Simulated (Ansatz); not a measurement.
# Lu3TlC (Pm-3m): phonons and vibrational spectra

Aim: the phonons of Lu3TlC (Pm-3m) at a cell relaxed beforehand at this level. After the zone centre comes a 2×2×2 q mesh on a 8×8×8 k mesh.

Calculated with Ansatz 0.2.0; DFT PBEsol, scalar-relativistic, plane waves, PAW; PAW set soft_1.

**1. Starting point**

Symmetry: Pm-3m, No. 221, cubic system. The conventional cell has a = 4.712 Å, b = 4.712 Å, c = 4.712 Å, α = 90.00°, β = 90.00°, γ = 90.00°. Lu has 2 C at 2.36 Å and 8 Lu at 3.33 Å and 4 Tl at 3.33 Å nearest. Nearest to Tl lie 12 Lu at 3.33 Å. C has 6 Lu at 2.36 Å nearest. Farther neighbours are not listed.

**2. Zone-centre response**

The cell comes from relaxations at this level that are not shown. The zone centre comes first: it holds the modes that light can see, as far as symmetry allows. No field response is asked, since the mesh shows no gap.

input.yaml reads:

```yaml
crystal:
  lattice:
    - [4.71229544, 0.0, 0.0]
    - [0.0, 4.71229544, 0.0]
    - [0.0, 0.0, 4.71229544]
  atoms:
    - { symbol: Lu, position: [0.5, 0.0, 0.5] }
    - { symbol: Lu, position: [0.0, 0.5, 0.5] }
    - { symbol: Lu, position: [0.5, 0.5, 0.0] }
    - { symbol: Tl, position: [0.0, 0.0, 0.0] }
    - { symbol: C, position: [0.5, 0.5, 0.5] }
kpoints:
  mp_grid: { grid: [8, 8, 8] }
hamiltonian:
  xc: pbesol
  pseudopotentials: { kind: paw, azcp: { folder: soft_1 }, xc_functional: pbe }
scf:
  occupations: { method: methfessel_paxton, width: 0.2 }
output:
  eigenvalues: true
phonons:
  method: dfpt
```

Launch:

```
$ ansatz run input.yaml --threads 4 --pin off --max-ram 10240MiB --backend cpu --events-out ev --progress --plain --runs-dir out
```

Numbers of over 12 decimals in the logs are rounded to 6 here.

The program printed:

```text
zone centre: on kpoints.mp_grid the ground state, and the responses unless they are solved on pairs of k-points, stand on 125 of the mesh's 512 k-points, reduced under 8 symmetry operations, with k and −k counted as one. Each operation leaves every solved displacement unchanged or reverses it
Engine: ansatz 0.2.0, aarch64-unknown-linux-gnu
Pseudopotentials: kind: paw
Pseudopotential: Lu, paw, valence charge 25, recommended cutoff 420 eV (normal), soft_1/Lu.paw.azcp
Pseudopotential: Tl, paw, valence charge 13, recommended cutoff 420 eV (normal), soft_1/Tl.paw.azcp
Pseudopotential: C, paw, valence charge 4, recommended cutoff 420 eV (normal), soft_1/C.paw.azcp
Functional definition: PBEsol
  exchange = pbesol_x
  correlation = pbesol_c
Crystal: 5 atoms, lattice volume = 104.640 Å³
Basis set: ecut = 420 eV, 2103 PW (Γ), exchange–correlation on 64×64×64 points (8 copies of the dense FFT grid, shifted against one another)
Bands: 56, of which v1, the nominal top of the filled ones, is band 46 counted from 1 (45 counted from 0)
Symmetry: 48 space group operations
k-points: 125 of 512 (irreducible under 8 space group operations)
Non-local potential: Lu, projectors of the file, l = 0: 3, l = 1: 2, l = 2: 2, l = 3: 3
Non-local potential: Tl, projectors of the file, l = 0: 2, l = 1: 2, l = 2: 2, l = 3: 1
Non-local potential: C, projectors of the file, l = 0: 2, l = 1: 2, l = 2: 1
PAW form: soft (Blöchl's): semilocal exchange-correlation on the pseudo side does not see the compensation charge
PAW frozen core: Lu, regenerated for the run's functional, and the local potential with it (the file was generated under x = pbe(κ = 0.804, μ = 0.219515), c = pbe(β = 0.066725))
PAW frozen core: Tl, regenerated for the run's functional, and the local potential with it (the file was generated under x = pbe(κ = 0.804, μ = 0.219515), c = pbe(β = 0.066725))
PAW frozen core: C, regenerated for the run's functional, and the local potential with it (the file was generated under x = pbe(κ = 0.804, μ = 0.219515), c = pbe(β = 0.066725))
PAW one-centre angular grid: Lu, 590 points (default); XC on 64 Gauss nodes
PAW one-centre angular grid: Tl, 590 points (default); XC on 64 Gauss nodes
PAW one-centre angular grid: C, 110 points (default); XC on 64 Gauss nodes
Initial density: superposition of atomic densities (chi_scale 0.1, normalization cell, long waves kept (reshape's long-wave potential 0.00 eV rms))
Initial wavefunctions: pseudopotential atomic-orbital guess
Functional: x = pbesol(κ = 0.804, μ = 0.123457), c = pbesol(β = 0.046)
SCF iter   1: F=—  HF=-55385.143103 eV  |F-HF|=—  |Δ(HF+E_count)|=         —  Δρ=5.77e-2  dr2=6.97e0  ethr=3.10e-3  ⟨swp⟩=7.0  Hψ=30464  notcnv=0
preconditioner: auto → Kerker (q_TF=auto, 2.670 Å⁻¹)  [metal: Δε(μ)=0.068 eV  Ē_g=12.511 eV  σ=0.200 eV  W_gap=0.28  n_scr=32 (ndim 8)  ℏωp=33.7 eV  f_vac=0.000  D(μ)=1.25/eV (n_scr^D=6)]
SCF iter   2: F=—  HF=-55383.803274 eV  |F-HF|=—  |Δ(HF+E_count)|=    1.34e0  S|Δr|=    0.00e0  Δρ=2.56e-2  dr2=1.38e0  ethr=3.10e-3  ⟨swp⟩=3.4  Hψ=14684  notcnv=0  defer=406
SCF iter   3: F=—  HF=-55383.538189 eV  |F-HF|=—  |Δ(HF+E_count)|=   2.65e-1  S|Δr|=    0.00e0  Δρ=1.13e-2  dr2=2.09e-1  ethr=1.50e-3  ⟨swp⟩=2.5  Hψ=14109  notcnv=0  defer=405
SCF iter   4: F=—  HF=-55383.511419 eV  |F-HF|=—  |Δ(HF+E_count)|=   2.68e-2  S|Δr|=    0.00e0  Δρ=9.12e-3  dr2=9.51e-2  ethr=2.27e-4  ⟨swp⟩=3.0  Hψ=17229  notcnv=0  defer=405
SCF iter   5: F=—  HF=-55383.451173 eV  |F-HF|=—  |Δ(HF+E_count)|=   6.02e-2  S|Δr|=    0.00e0  Δρ=2.37e-3  dr2=8.48e-3  ethr=1.03e-4  ⟨swp⟩=3.2  Hψ=16670  notcnv=0  defer=396
SCF iter   6: F=—  HF=-55383.449431 eV  |F-HF|=—  |Δ(HF+E_count)|=   1.74e-3  S|Δr|=    0.00e0  Δρ=8.81e-4  dr2=1.53e-3  ethr=9.22e-6  ⟨swp⟩=2.6  Hψ=12568  notcnv=0  defer=396
SCF iter   7: F=—  HF=-55383.449022 eV  |F-HF|=—  |Δ(HF+E_count)|=   4.09e-4  S|Δr|=    0.00e0  Δρ=3.10e-4  dr2=9.43e-5  ethr=1.67e-6  ⟨swp⟩=2.2  Hψ=12478  notcnv=0  defer=396
SCF iter   8: F=—  HF=-55383.448991 eV  |F-HF|=—  |Δ(HF+E_count)|=   3.10e-5  S|Δr|=    0.00e0  Δρ=9.79e-5  dr2=1.04e-5  ethr=1.03e-7  ⟨swp⟩=2.9  Hψ=13603  notcnv=0  defer=396
SCF iter   9: F=—  HF=-55383.448992 eV  |F-HF|=—  |Δ(HF+E_count)|=   1.49e-6  S|Δr|=    0.00e0  Δρ=4.68e-5  dr2=1.78e-6  ethr=1.14e-8  ⟨swp⟩=3.3  Hψ=15665  notcnv=0  defer=396
SCF iter  10: F=—  HF=-55383.448992 eV  |F-HF|=—  |Δ(HF+E_count)|=   2.95e-8  S|Δr|=    0.00e0  Δρ=1.11e-5  dr2=1.59e-7  ethr=1.94e-9  ⟨swp⟩=2.6  Hψ=13605  notcnv=0  defer=396
SCF iter  11: F=—  HF=-55383.448992 eV  |F-HF|=—  |Δ(HF+E_count)|=   5.37e-9  S|Δr|=    0.00e0  Δρ=4.70e-6  dr2=2.36e-8  ethr=1.72e-10  ⟨swp⟩=2.8  Hψ=14259  notcnv=0  defer=396
SCF iter  12: F=—  HF=-55383.448992 eV  |F-HF|=—  |Δ(HF+E_count)|=   2.26e-9  S|Δr|=    0.00e0  Δρ=1.43e-6  dr2=1.43e-9  ethr=2.56e-11  ⟨swp⟩=2.2  Hψ=12323  notcnv=0  defer=396
SCF iter  13: F=—  HF=-55383.448992 eV  |F-HF|=—  |Δ(HF+E_count)|=  2.76e-10  S|Δr|=    0.00e0  Δρ=7.99e-7  dr2=6.79e-10  ethr=1.56e-12  ⟨swp⟩=3.5  Hψ=18653  notcnv=0  defer=396
SCF iter  14: F=—  HF=-55383.448992 eV  |F-HF|=—  |Δ(HF+E_count)|=  5.68e-10  S|Δr|=    0.00e0  Δρ=2.50e-7  dr2=7.65e-11  ethr=1.00e-12  ⟨swp⟩=3.1  Hψ=14203  notcnv=0  defer=396
SCF iter  15: F=—  HF=-55383.448992 eV  |F-HF|=—  |Δ(HF+E_count)|=    0.00e0  S|Δr|=    0.00e0  Δρ=7.90e-8  dr2=1.01e-11  ethr=1.00e-12  ⟨swp⟩=1.0  Hψ=6608  notcnv=0  defer=396
SCF iter  16: F=-55383.448992 eV  HF=-55383.448992 eV  |F-HF|=0.00e0  |Δ(HF+E_count)|=  1.46e-11  S|Δr|=    0.00e0  Δρ=2.22e-8  dr2=4.75e-13  ethr=1.00e-12  ⟨swp⟩=18.1  Hψ=61838  notcnv=0
SCF 1 converged in 16 iterations: F = -55383.448992 eV  dr2 = 4.75e-13
  greatest PAW one-centre occupation: 0.998 electrons in one spin orbital (limit 2), on the Lu atom at site 2 (counted from 0), in its partial waves of l = 0
DFPT response loops at Γ: preconditioner auto → Kerker (q_TF=auto, 2.670 Å⁻¹) (partly filled bands, converged f_vac=0.000); β = 1.00, the filter's whole step (`scf.mixing.beta` (0.50) is not read by the response loops under this deck's `scf.mixing.preconditioner`; to damp them name `kerker` or `kerker_dos`, under which they read `scf.mixing.beta`, and type it under 1.00, their step now; both keys bind the ground state too); Broyden in place of MSR1
SCF converged after 16 iterations
Stability not checked: this state was not tested for a lower state beside it, because cold or Methfessel-Paxton smearing, or corrected tetrahedra, fill the levels in a way that the test cannot read (fill_not_monotonic; see scf.lower_state_search)
Free energy (F): -55383.448992 eV
Harris-Foulkes:  -55383.448992 eV  (|F-HF|=0.00e0)
Internal energy: -55383.453287 eV  (E = F + TS)
E sigma→0 (E₀):  -55383.450066 eV
Entropy (-TS):   0.004295 eV (0.859 meV/atom)
Fermi energy:    14.754906 eV
--- Per-component energies (eV) ---
  E_band       = 206.667814
  E_kinetic    = 1617.198246
  E_local      = -21138.434338  (includes V_loc(G=0)·N_el)
  E_nonlocal   = 2390.613007
  E_hartree    = 8851.298844
  E_xc         = -853.239738
  E_vxc        = -942.332560  (∫ρ·V_xc dr)
  E_paw        = -32035.817464  (= ΣΔE_a)
  E_vpaw       = 577.025860  (= ΣTr[D̂ρ^β])
  E_aug_tail   = -0.000078  (compensation charges beyond the density's cutoff)
  E_ewald      = -14218.706852
  E_core_change = 3.635087  (= ΣΔE_core)
  E_smearing   = 0.004295  (= −TS)
  E_closure    = -0.000000  (closes the sum)
  Σ components = -55383.448992   (vs F -55383.448992, Δ=0.00e0)
--- Band table (eV; the first three rows and the last of 125) ---
  k-point 0: bands = [... 42 lower, 14.1730, 14.3134, 14.3134, 14.8795, 14.8795, 14.8795, 17.0273, 17.0273, ... 6 higher]
  k-point 1: bands = [... 42 lower, 14.0885, 14.4640, 14.5524, 14.7801, 14.7801, 14.9208, 16.2062, 17.2017, ... 6 higher]
  k-point 2: bands = [... 42 lower, 13.9153, 13.9153, 14.5555, 14.5555, 14.8976, 15.0293, 16.1029, 17.6520, ... 6 higher]
  k-point 124: bands = [... 42 lower, 10.7016, 14.1034, 14.1034, 14.1034, 16.4552, 16.4552, 16.4552, 17.1818, ... 6 higher]
--- Phonons (Γ-DFPT): 4 representative perturbations + reference, on 125 of 512 k-points (Σ response iterations 12) ---
  k mesh reduced under 8 symmetry operations, with k and −k counted as one. Each operation leaves every solved displacement unchanged or reverses it
  ASR residual: 3.329e-5 → 0.000e0 eV/Å²; symmetrization residual: 1.853e-6 eV/Å²
  ASR residual per site (eV/Å²): 2.43e-5 2.43e-5 2.43e-5 1.15e-5 3.33e-5
  Γ frequencies (cm⁻¹): 0.00 0.00 0.00 78.49 78.49 78.49 82.22 82.22 82.22 144.30 144.30 144.30 382.40 382.40 382.40
  non-analytic LO–TO correction: not included (Born effective charges unavailable; polar crystals: no LO–TO splitting at Γ)
```

It took 91 s on 4 threads of Arm Neoverse V2, shared host; peak memory 2.4 GiB; 5.8 min of CPU time.

Numbers from this step:

- volume per atom: 20.93 Å³
- gap on the k-mesh: 0 eV
- sum-rule residual before enforcement: 3.33e-5 eV/Å²
- point group: m-3m
- highest optical mode at the zone centre (no LO-TO term): 382.4 cm⁻¹
- lowest optical zone-centre mode: 78.49 cm⁻¹

Patterns of degenerate modes are one choice out of their space. Modes at Γ, with each element's share of the kinetic energy:

| mode | frequency (cm⁻¹) | symmetry | Lu % | Tl % | C % |
| --- | --- | --- | --- | --- | --- |
| 1 | 0.0 | acoustic | 71 | 28 | 2 |
| 2 | 0.0 | acoustic | 71 | 28 | 2 |
| 3 | 0.0 | acoustic | 71 | 28 | 2 |
| 4 | 78.5 | T1u | 28 | 72 | 0 |
| 5 | 78.5 | T1u | 28 | 72 | 0 |
| 6 | 78.5 | T1u | 28 | 72 | 0 |
| 7 | 82.2 | T2u | 100 | 0 | 0 |
| 8 | 82.2 | T2u | 100 | 0 | 0 |
| 9 | 82.2 | T2u | 100 | 0 | 0 |
| 10 | 144.3 | T1u | 99 | 0 | 1 |
| 11 | 144.3 | T1u | 99 | 0 | 1 |
| 12 | 144.3 | T1u | 99 | 0 | 1 |
| 13 | 382.4 | T1u | 2 | 0 | 97 |
| 14 | 382.4 | T1u | 2 | 0 | 97 |
| 15 | 382.4 | T1u | 2 | 0 | 97 |

Displacements in mode 4 (78.5 cm⁻¹), the largest set to 1:
```
Lu1  0.05  0.05 -0.38
Lu2  0.06  0.05 -0.38
Lu3  0.05  0.05 -0.40
Tl4 -0.14 -0.14  1.00
C5   0.03  0.02 -0.17
```

Displacements in mode 7 (82.2 cm⁻¹), the largest set to 1:
```
Lu1 -1.00  0.00 -0.06
Lu2  0.00 -0.03  0.06
Lu3  1.00  0.03  0.00
Tl4  0.00  0.00  0.00
C5   0.00  0.00  0.00
```

Before it was imposed, the acoustic sum rule was missed by 3.3e-5 eV/Å². Small misses are needed for a sound result but don't prove that mesh and cutoff are converged. The lowest optical mode is real, 78.5 cm⁻¹.

(Continued in part 2 of 2.)

[Logs are printed without paths, hosts, clocks, repeated set-up lines and the standing remarks that a program may print on its own settings, such as how far it seeks lower states.]

[Hosts, paths, dates, database ids (printed as entryN), source tags and the programs' standing remarks are cut or masked in the printed files.]
